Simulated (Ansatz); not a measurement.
**How fast states decay through Rb3Cl2F**

Aim: relax a made-up compound, Rb3Cl2F, and see how good a tunnel barrier it would be. It is built by putting Rb for Na, F for Br in the Na3BrCl2 structure of space group P-3m1, with the volume rescaled by atomic radii. The parent structure comes from the Materials Project.

Program: Ansatz 0.2.0. Level of theory: r2SCAN DFT, plane waves, PAW files, in the first sound run; inputs show where later runs differ. Results are calculated unless marked as measured.

The structure was built from a prototype and need not be the compound's stable phase.

**1. The starting structure**

It takes space group P-3m1 (No. 164, trigonal). The conventional cell has a = 4.411 Å, b = 4.411 Å, c = 10.810 Å, α = 90.00°, β = 90.00°, γ = 120.00°. Nearest to Rb lie 6 Cl at 3.09 Å. Rb has 3 Cl at 3.08 Å and 3 F at 3.19 Å nearest. Nearest to F lie 6 Rb at 3.19 Å. Nearest to Cl lie 6 Rb at 3.08 to 3.09 Å. It derives from Na3BrCl2. Rb for Na, F for Br in the Na3BrCl2 structure of space group P-3m1. Farther neighbours and most contacts between anions are not listed.

As a file:

```cif
data_structure
_symmetry_space_group_name_H-M 'P 1'
_symmetry_Int_Tables_number 1
_cell_length_a 4.4112
_cell_length_b 4.4112
_cell_length_c 10.8100
_cell_angle_alpha 90.000
_cell_angle_beta 90.000
_cell_angle_gamma 120.000
_cell_volume 182.17
loop_
_atom_site_label
_atom_site_type_symbol
_atom_site_fract_x
_atom_site_fract_y
_atom_site_fract_z
_atom_site_occupancy
Rb1 Rb 0.00000 0.00000 0.50000 1
Rb2 Rb 0.33333 0.66667 0.17809 1
Rb3 Rb 0.66667 0.33333 0.82191 1
F4 F 0.00000 0.00000 0.00000 1
Cl5 Cl 0.33333 0.66667 0.66106 1
Cl6 Cl 0.66667 0.33333 0.33894 1
```

**2. Relaxing the new crystal**

The substituted atoms don't fit the parent's cell, so cell and atoms relax together. A small smearing keeps the run stable in case the gap closes on the way.

Input file input.yaml:

```yaml
crystal:
  lattice:
    - [4.4112409673, 0.0, 0.0]
    - [-2.2056204837, 3.8202467399, 0.0]
    - [0.0, 0.0, 10.8099747418]
  atoms:
    - { symbol: Rb, position: [0.0, 0.0, 0.5] }
    - { symbol: Rb, position: [0.3333333333, 0.6666666667, 0.17809299] }
    - { symbol: Rb, position: [0.6666666667, 0.3333333333, 0.82190701] }
    - { symbol: F, position: [0.0, 0.0, 0.0] }
    - { symbol: Cl, position: [0.3333333333, 0.6666666667, 0.66105673] }
    - { symbol: Cl, position: [0.6666666667, 0.3333333333, 0.33894327] }
kpoints:
  mp_grid: { grid: [6, 6, 2] }
scf:
  occupations: { method: gaussian, width: 0.03 }
hamiltonian:
  xc: r2scan
output:
  forces: true
  stress: true
relax:
  f_tol: 0.02
  max_steps: 60
  cell: {}
```

Launch:

```sh
$ ansatz run input.yaml --threads 2 --pin off --max-ram 4096MiB --backend cpu --events-out ev --progress --plain --runs-dir out
```

Numbers of over 12 decimals in the logs are rounded to 6 here.

The program printed:

```text
Engine: ansatz 0.2.0, x86_64-unknown-linux-gnu
Pseudopotentials: kind: paw
Pseudopotential: Rb, paw, valence charge 9, recommended cutoff 500 eV (meta_gga), Rb.paw.azcp
Pseudopotential: F, paw, valence charge 7, recommended cutoff 500 eV (meta_gga), F.paw.azcp
Pseudopotential: Cl, paw, valence charge 7, recommended cutoff 500 eV (meta_gga), Cl.paw.azcp
Functional definition: r2SCAN
  parameter k0 = 0.174
  parameter k1 = 0.065
  parameter a1 = 4.9479
  exchange = r2scan_x(k0 = k0, k1 = k1, a1 = a1)
  correlation = r2scan_c
Crystal: 6 atoms, lattice volume = 182.170 Å³
Basis set: ecut = 500 eV, 4551 PW (Γ), exchange–correlation on 144×144×320 points (64 copies of the dense FFT grid, shifted against one another)
Bands: 30, of which v1, the nominal top of the filled ones, is band 24 counted from 1 (23 counted from 0)
Symmetry: 12 space group operations
Space group: P-3m1 (ITA 164), of the structure as read, at distance tolerance 5.7e-5 Å
k-points: 14 of 72
Non-local potential: Rb, projectors of the file, l = 0: 3, l = 1: 2, l = 2: 2
Non-local potential: F, projectors of the file, l = 0: 2, l = 1: 2, l = 2: 1
Non-local potential: Cl, projectors of the file, l = 0: 2, l = 1: 2, l = 2: 2
PAW form: soft (Blöchl's): semilocal exchange-correlation on the pseudo side does not see the compensation charge
PAW frozen core: Rb, regenerated for the run's functional (the file was generated under x = pbe(κ = 0.804, μ = 0.219515), c = pbe(β = 0.066725))
PAW frozen core: F, regenerated for the run's functional (the file was generated under x = pbe(κ = 0.804, μ = 0.219515), c = pbe(β = 0.066725))
PAW frozen core: Cl, regenerated for the run's functional (the file was generated under x = pbe(κ = 0.804, μ = 0.219515), c = pbe(β = 0.066725))
PAW one-centre angular grid: Rb, 302 points (default); XC on 160 Gauss nodes
PAW one-centre angular grid: F, 302 points (default); XC on 160 Gauss nodes
PAW one-centre angular grid: Cl, 302 points (default); XC on 160 Gauss nodes
Initial density: superposition of atomic densities (neutral atoms: chi_scale 0, normalization atom), corrected by the library's trained network
Initial wavefunctions: pseudopotential atomic-orbital guess
Functional: x = r2scan, c = r2scan; τ floored in thin density (d = 2e-4 eV/Å³)
SCF iter   1: F=—  HF=-12821.581180 eV  |F-HF|=—  |Δ(HF+E_count)|=         —  Δρ=4.40e-3  dr2=2.46e-2  dr2_τ=2.60e-2  ethr=1.77e-3  ⟨swp⟩=12.1  Hψ=2404  notcnv=0  defer=1
preconditioner: auto → Resta (q_TF=auto, 2.185 Å⁻¹)  ε∞=2.7  [insulator: Δε(μ)=5.448 eV  Ē_g=13.351 eV  σ=0.030 eV  W_gap=1.00  n_scr=36 (ndim 8)  ℏωp=17.4 eV  f_vac=0.116  D(μ)=0.00/eV (n_scr^D=0)  ε∞_Penn≈2.7]
SCF iter   2: F=—  HF=-12821.678874 eV  |F-HF|=—  |Δ(HF+E_count)|=   9.77e-2  Δρ=2.36e-3  dr2=5.06e-3  dr2_τ=5.08e-4  ethr=5.12e-5  ⟨swp⟩=3.1  Hψ=974  notcnv=0  defer=23
SCF iter   3: F=—  HF=-12821.679147 eV  |F-HF|=—  |Δ(HF+E_count)|=   2.74e-4  Δρ=9.45e-4  dr2=1.36e-3  dr2_τ=1.41e-4  ethr=1.05e-5  ⟨swp⟩=2.3  Hψ=760  notcnv=0  defer=9
automatic band count: iteration 3 solves 29 bands in place of 30: the levels show a gap, and the empty bands left out lie too high to hold charge; the band table lists the bands solved (type scf.n_extra_bands for more)
SCF iter   4: F=—  HF=-12821.679072 eV  |F-HF|=—  |Δ(HF+E_count)|=   7.50e-5  Δρ=2.28e-4  dr2=1.02e-4  dr2_τ=9.36e-6  ethr=2.83e-6  ⟨swp⟩=2.0  Hψ=691  notcnv=0  defer=9
SCF iter   5: F=—  HF=-12821.679092 eV  |F-HF|=—  |Δ(HF+E_count)|=   1.99e-5  Δρ=7.60e-5  dr2=1.34e-5  dr2_τ=2.41e-6  ethr=2.12e-7  ⟨swp⟩=2.0  Hψ=694  notcnv=0  defer=9
SCF iter   6: F=—  HF=-12821.679012 eV  |F-HF|=—  |Δ(HF+E_count)|=   7.98e-5  Δρ=2.21e-5  dr2=1.18e-6  dr2_τ=4.75e-8  ethr=2.78e-8  ⟨swp⟩=2.0  Hψ=699  notcnv=0  defer=9
SCF iter   7: F=-12821.679013 eV  HF=-12821.679013 eV  |F-HF|=4.06e-8  |Δ(HF+E_count)|=   1.11e-6  Δρ=3.78e-6  dr2=3.46e-8  dr2_τ=5.36e-9  ethr=2.08e-10  ⟨swp⟩=3.9  Hψ=1846  notcnv=0
SCF 1 converged in 7 iterations: F = -12821.679013 eV  dr2 = 3.46e-8
  greatest PAW one-centre occupation: 0.974 electrons in one spin orbital (limit 2), on the Rb atom at site 0 (counted from 0), in its partial waves of l = 0
relax step   1: F+E_penalty+E_count = -12821.67901349 eV  Δ(F+E_penalty+E_count) = +0.000e0 eV  max|allowed force component| = 1.254e0 eV/Å  Δτ_max = 0.0000 Å  P = +2.247 GPa  Ω = 182.170 Å³  (7 SCF iters, dr2 threshold 1.00e-7 eV, accepted)
Crystal: 6 atoms, lattice volume = 186.891 Å³
Basis set: ecut = 500 eV, 4773 PW (Γ), exchange–correlation on 144×144×320 points (64 copies of the dense FFT grid, shifted against one another)
Initial density: handed on by an earlier stage of this run
Initial wavefunctions: those handed on with the density
iter 1 solved again at ethr=6.46e-4 eV; its pass at ethr=3.10e-3 eV (dr2=3.10e-1 eV) is discarded
SCF iter   1: F=—  HF=-12822.165958 eV  |F-HF|=—  |Δ(HF+E_count)|=         —  Δρ=9.66e-3  dr2=3.28e-1  dr2_τ=1.25e0  ethr=6.46e-4  ⟨swp⟩=1.1  Hψ=2401  notcnv=0
automatic band count: iteration 1 solves 28 bands in place of 30: the levels show a gap, and the empty bands left out lie too high to hold charge; the band table lists the bands solved (type scf.n_extra_bands for more)
preconditioner: auto → Resta (q_TF=auto, 2.175 Å⁻¹)  ε∞=2.8  [insulator: Δε(μ)=5.340 eV  Ē_g=12.683 eV  σ=0.030 eV  W_gap=1.00  n_scr=36 (ndim 8)  ℏωp=17.2 eV  f_vac=0.114  D(μ)=0.00/eV (n_scr^D=0)  ε∞_Penn≈2.8]
SCF iter   2: F=—  HF=-12822.095676 eV  |F-HF|=—  |Δ(HF+E_count)|=   7.03e-2  Δρ=3.68e-3  dr2=2.75e-2  dr2_τ=3.92e-3  ethr=6.46e-4  ⟨swp⟩=3.8  Hψ=862  notcnv=0
SCF iter   3: F=—  HF=-12822.090646 eV  |F-HF|=—  |Δ(HF+E_count)|=   5.03e-3  Δρ=1.20e-3  dr2=2.70e-3  dr2_τ=1.21e-4  ethr=5.73e-5  ⟨swp⟩=3.1  Hψ=868  notcnv=0
SCF iter   4: F=—  HF=-12822.090746 eV  |F-HF|=—  |Δ(HF+E_count)|=   9.99e-5  Δρ=5.39e-4  dr2=3.66e-4  dr2_τ=3.53e-5  ethr=5.62e-6  ⟨swp⟩=2.9  Hψ=746  notcnv=0
SCF iter   5: F=—  HF=-12822.090594 eV  |F-HF|=—  |Δ(HF+E_count)|=   1.51e-4  Δρ=1.70e-4  dr2=4.78e-5  dr2_τ=3.95e-6  ethr=7.63e-7  ⟨swp⟩=2.0  Hψ=686  notcnv=0
SCF iter   6: F=—  HF=-12822.090593 eV  |F-HF|=—  |Δ(HF+E_count)|=   1.02e-6  Δρ=4.44e-5  dr2=4.82e-6  dr2_τ=2.32e-7  ethr=9.95e-8  ⟨swp⟩=2.0  Hψ=686  notcnv=0
SCF iter   7: F=-12822.090594 eV  HF=-12822.090594 eV  |F-HF|=4.44e-10  |Δ(HF+E_count)|=   9.98e-7  Δρ=6.99e-6  dr2=2.06e-7  dr2_τ=5.83e-9  ethr=1.25e-9  ⟨swp⟩=5.0  Hψ=1707  notcnv=0
SCF 2 converged in 7 iterations: F = -12822.090594 eV  dr2 = 2.06e-7
relax step   2: F+E_penalty+E_count = -12822.09059406 eV  Δ(F+E_penalty+E_count) = -4.116e-1 eV  max|allowed force component| = 6.141e-1 eV/Å  Δτ_max = 0.1948 Å  P = +0.710 GPa  Ω = 186.891 Å³  energy of the carried Pulay correction = -8.258e-4 eV  (7 SCF iters, dr2 threshold 6.00e-7 eV, accepted)
Crystal: 6 atoms, lattice volume = 187.432 Å³
Basis set: ecut = 500 eV, 4797 PW (Γ), exchange–correlation on 144×144×320 points (64 copies of the dense FFT grid, shifted against one another)
iter 1 solved again at ethr=6.43e-4 eV; its pass at ethr=3.10e-3 eV (dr2=3.09e-1 eV) is discarded
SCF iter   1: F=—  HF=-12822.447700 eV  |F-HF|=—  |Δ(HF+E_count)|=         —  Δρ=9.72e-3  dr2=3.19e-1  dr2_τ=1.48e0  ethr=6.43e-4  ⟨swp⟩=1.1  Hψ=2342  notcnv=0
automatic band count: iteration 1 solves 28 bands in place of 30: the levels show a gap, and the empty bands left out lie too high to hold charge; the band table lists the bands solved (type scf.n_extra_bands for more)
preconditioner: auto → Resta (q_TF=auto, 2.174 Å⁻¹)  ε∞=2.8  [insulator: Δε(μ)=5.147 eV  Ē_g=12.703 eV  σ=0.030 eV  W_gap=1.00  n_scr=36 (ndim 8)  ℏωp=17.2 eV  f_vac=0.101  D(μ)=0.00/eV (n_scr^D=0)  ε∞_Penn≈2.8]
SCF iter   2: F=—  HF=-12822.299560 eV  |F-HF|=—  |Δ(HF+E_count)|=   1.48e-1  Δρ=3.83e-3  dr2=2.85e-2  dr2_τ=3.81e-3  ethr=6.43e-4  ⟨swp⟩=3.7  Hψ=855  notcnv=0
SCF iter   3: F=—  HF=-12822.294292 eV  |F-HF|=—  |Δ(HF+E_count)|=   5.27e-3  Δρ=1.25e-3  dr2=2.71e-3  dr2_τ=1.72e-4  ethr=5.93e-5  ⟨swp⟩=3.1  Hψ=863  notcnv=0
SCF iter   4: F=—  HF=-12822.294353 eV  |F-HF|=—  |Δ(HF+E_count)|=   6.10e-5  Δρ=5.42e-4  dr2=5.33e-4  dr2_τ=3.72e-5  ethr=5.64e-6  ⟨swp⟩=2.2  Hψ=738  notcnv=0
SCF iter   5: F=—  HF=-12822.294221 eV  |F-HF|=—  |Δ(HF+E_count)|=   1.32e-4  Δρ=2.16e-4  dr2=7.32e-5  dr2_τ=6.40e-6  ethr=1.11e-6  ⟨swp⟩=2.0  Hψ=657  notcnv=0
SCF iter   6: F=—  HF=-12822.294214 eV  |F-HF|=—  |Δ(HF+E_count)|=   6.74e-6  Δρ=5.63e-5  dr2=7.87e-6  dr2_τ=3.65e-7  ethr=1.53e-7  ⟨swp⟩=2.0  Hψ=625  notcnv=0
SCF iter   7: F=-12822.294215 eV  HF=-12822.294215 eV  |F-HF|=5.88e-8  |Δ(HF+E_count)|=   1.23e-6  Δρ=9.25e-6  dr2=2.72e-7  dr2_τ=2.12e-8  ethr=1.25e-9  ⟨swp⟩=3.0  Hψ=1764  notcnv=0
SCF 3 converged in 7 iterations: F = -12822.294215 eV  dr2 = 2.72e-7
relax step   3: F+E_penalty+E_count = -12822.29421546 eV  Δ(F+E_penalty+E_count) = -2.036e-1 eV  max|allowed force component| = 1.811e-1 eV/Å  Δτ_max = 0.1959 Å  P = +0.013 GPa  Ω = 187.432 Å³  energy of the carried Pulay correction = -9.190e-4 eV  (7 SCF iters, dr2 threshold 6.00e-7 eV, accepted)
[...]
relax step   4: F+E_penalty+E_count = -12822.33325295 eV  Δ(F+E_penalty+E_count) = -3.904e-2 eV  max|allowed force component| = 6.275e-2 eV/Å  Δτ_max = 0.1270 Å  P = -0.071 GPa  Ω = 185.589 Å³  energy of the carried Pulay correction = -6.002e-4 eV  (7 SCF iters, dr2 threshold 6.00e-7 eV, accepted)
[...]
relax step   5: F+E_penalty+E_count = -12822.33459860 eV  Δ(F+E_penalty+E_count) = -1.346e-3 eV  max|allowed force component| = 1.736e-2 eV/Å  Δτ_max = 0.0150 Å  P = +0.018 GPa  Ω = 185.041 Å³  energy of the carried Pulay correction = -5.047e-4 eV  (6 SCF iters, dr2 threshold 2.46e-7 eV, accepted)
Initial wavefunctions: pseudopotential atomic-orbital guess (no wavefunctions were taken with the density)
iter 1 solved again at ethr=8.27e-8 eV; its pass at ethr=3.10e-3 eV (dr2=3.97e-5 eV) is discarded
SCF iter   1: F=—  HF=-12822.335157 eV  |F-HF|=—  |Δ(HF+E_count)|=         —  Δρ=5.14e-5  dr2=2.58e-7  dr2_τ=1.10e-6  ethr=8.27e-8  ⟨swp⟩=3.8  Hψ=3841  notcnv=0
preconditioner: auto → Resta (q_TF=auto, 2.179 Å⁻¹)  ε∞=2.7  [insulator: Δε(μ)=5.565 eV  Ē_g=13.274 eV  σ=0.030 eV  W_gap=1.00  n_scr=36 (ndim 8)  ℏωp=17.3 eV  f_vac=0.092  D(μ)=0.00/eV (n_scr^D=0)  ε∞_Penn≈2.7]
SCF iter   2: F=—  HF=-12822.335124 eV  |F-HF|=—  |Δ(HF+E_count)|=   3.33e-5  Δρ=2.61e-5  dr2=7.85e-8  dr2_τ=5.74e-7  ethr=5.38e-10  ⟨swp⟩=2.0  Hψ=756  notcnv=0
SCF iter   3: F=—  HF=-12822.335122 eV  |F-HF|=—  |Δ(HF+E_count)|=   2.06e-6  Δρ=5.51e-6  dr2=3.07e-8  dr2_τ=4.35e-9  ethr=1.64e-10  ⟨swp⟩=2.0  Hψ=756  notcnv=0
SCF iter   4: F=—  HF=-12822.335122 eV  |F-HF|=—  |Δ(HF+E_count)|=   6.09e-9  Δρ=8.46e-7  dr2=9.65e-10  dr2_τ=2.01e-10  ethr=6.39e-11  ⟨swp⟩=2.0  Hψ=644  notcnv=0
SCF iter   5: F=—  HF=-12822.335122 eV  |F-HF|=—  |Δ(HF+E_count)|=  6.37e-11  Δρ=3.19e-7  dr2=1.65e-10  dr2_τ=5.04e-11  ethr=2.01e-12  ⟨swp⟩=2.0  Hψ=751  notcnv=0
SCF iter   6: F=-12822.335122 eV  HF=-12822.335122 eV  |F-HF|=3.64e-12  |Δ(HF+E_count)|=  3.09e-11  Δρ=1.51e-7  dr2=3.18e-11  dr2_τ=3.69e-12  ethr=1.00e-12  ⟨swp⟩=4.1  Hψ=1487  notcnv=0
SCF 6 converged in 6 iterations: F = -12822.335122 eV  dr2 = 3.18e-11
relax step   6: F+E_penalty+E_count = -12822.33512197 eV  Δ(F+E_penalty+E_count) = -5.234e-4 eV  max|allowed force component| = 1.737e-2 eV/Å  Δτ_max = 0.0000 Å  P = +0.017 GPa  Ω = 185.041 Å³  stress off target by 2.92e-2 GPa  SCF on the basis re-selected at this cell (its energy is not comparable with the rows above)  (6 SCF iters)
basis re-selected at this cell: Δ(F+E_penalty+E_count) = -5.234e-4 eV, ΔP = -0.001 GPa vs the last step (what re-selecting the basis moved, of the pressure what is left beyond the Pulay correction that the steps carried, after the strain that the cell walked since its last selection, with what the two solves' SCF thresholds leave and, on support functions, any second-order correction that the steps lacked; it is no m [...]
SCF converged after 6 iterations
Free energy (F): -12822.335122 eV
Harris-Foulkes:  -12822.335122 eV  (|F-HF|=3.64e-12)
Internal energy: -12822.335122 eV  (E = F + TS)
E sigma→0 (E₀):  -12822.335122 eV
Fermi energy:    3.903646 eV
--- Per-component energies (eV) ---
  E_band       = -343.964751
  E_kinetic    = 1112.397937
  E_local      = -2879.403041  (includes V_loc(G=0)·N_el)
  E_nonlocal   = 645.567360
  E_hartree    = 872.737791
  E_xc         = -665.249169
  E_vxc        = -844.238625  (∫ρ·V_xc dr)
  E_paw        = -9440.084221  (= ΣΔE_a)
  E_vpaw       = -171.979894  (= ΣTr[D̂ρ^β])
  E_aug_tail   = 0.001117  (compensation charges beyond the density's cutoff)
  E_vtau       = 48.214928  (kinetic-family band-sum trace: ∫τ·v_τ [+ j·A + Jᵃ·Aᵃ] dr)
  E_ewald      = -2467.557909
  E_core_change = -0.744987  (= ΣΔE_core)
  E_smearing   = -0.000000  (= −TS)
  E_closure    = 0.000000  (closes the sum)
  Σ components = -12822.335122   (vs F -12822.335122, Δ=0.00e0)
--- Forces (eV/Å), atoms counted from 1 ---
  atom   1  Rb     0.00000000    -0.00000000     0.00000000
  atom   2  Rb     0.00000000    -0.00000000    -0.01427665
  atom   3  Rb    -0.00000000     0.00000000     0.01427665
  atom   4  F     -0.00000000     0.00000000     0.00000000
  atom   5  Cl    -0.00000000     0.00000000    -0.01736530
  atom   6  Cl     0.00000000    -0.00000000     0.01736530
  max |Σ_I F_I| component: 4.77e-18 eV/Å
--- Stress (GPa, compression-positive) ---
        0.011461      -0.000000       0.000000
       -0.000000       0.011461      -0.000000
        0.000000      -0.000000       0.029179
  P = ⅓ Tr σ = 0.0174 GPa (0.174 kbar)
--- Relaxed structure (5 steps of the walk, 5 accepted, 1 SCFs on fresh bases) ---
  F+E_penalty+E_count = -12822.33512197 eV   max|allowed force component| = 1.737e-2 eV/Å   (the final SCF, on the basis selected at the relaxed cell)
  cell:  # Å, volume = 185.0411 Å³
    - [4.416593, 2.890244484762863e-11, -2.0519082741720155e-18]
    - [-2.208296, 3.824882, 0]
    - [-5.028307630578655e-18, -2.903094764082859e-18, 10.953752]
  atoms:
    - { symbol: Rb, position: [0.0, 0, 0.5] }
    - { symbol: Rb, position: [0.333333, 0.666667, 0.131590] }
    - { symbol: Rb, position: [0.666667, 0.333333, 0.868410] }
    - { symbol: F, position: [0, 0, 6.418973281293544e-19] }
    - { symbol: Cl, position: [0.333333, 0.666667, 0.685135] }
    - { symbol: Cl, position: [0.666667, 0.333333, 0.314865] }
```

It took 38 s on 2 threads of Intel Xeon Platinum 8175M at 2.50GHz (Skylake/Cascade Lake), shared host; peak memory 0.98 GiB; 69 s of CPU time.

The steps of the relaxation:

| step | energy less that of the first step (eV) | largest force component (eV/Å) | pressure (GPa) | volume (Å³) |
| --- | --- | --- | --- | --- |
| 1 | 0.0000 | 1.2537 | 2.25 | 182.17 |
| 2 | -0.4116 | 0.6141 | 0.71 | 186.89 |
| 3 | -0.6152 | 0.1811 | 0.01 | 187.43 |
| 4 | -0.6542 | 0.0628 | -0.07 | 185.59 |
| 5 | -0.6556 | 0.0174 | 0.02 | 185.04 |
| 6* | -0.6561 | 0.0174 | 0.02 | 185.04 |

Relaxation steps marked * repeat the geometry before them on a plane-wave basis chosen anew for their cell, so energy and pressure can jump there.

The run keeps the 12 symmetry operations that it works with, so distortions that break them were not tested.

```
conventional cell, symmetrised  before   after  change
                         a (Å)   4.411   4.417  +0.1 %
                         b (Å)   4.411   4.417  +0.1 %
                         c (Å)  10.810  10.954  +1.3 %
              volume (Å³/atom)   30.36   30.84  +1.6 %
```

The atoms that moved most (Å, as changes of fractional coordinates times the final cell):

```csv
atom,dx,dy,dz,length
Rb3,0.000,0.000,0.509,0.509
Rb2,0.000,0.000,-0.509,0.509
Cl6,0.000,0.000,-0.264,0.264
Cl5,0.000,0.000,0.264,0.264
```

This step gave:

```yaml
free_energy: -12822.3351 eV
fermi_energy: 3.904 eV
pressure: 0.01737 GPa
```

The largest force component on a free atom ends at 0.017 eV/Å.

(Continued in part 2 of 3.)

[Logs are printed without paths, hosts, clocks, repeated set-up lines and the standing remarks that a program may print on its own settings, such as how far it seeks lower states.]

[Hosts, paths, dates, database ids (printed as entryN), source tags and the programs' standing remarks are cut or masked in the printed files.]
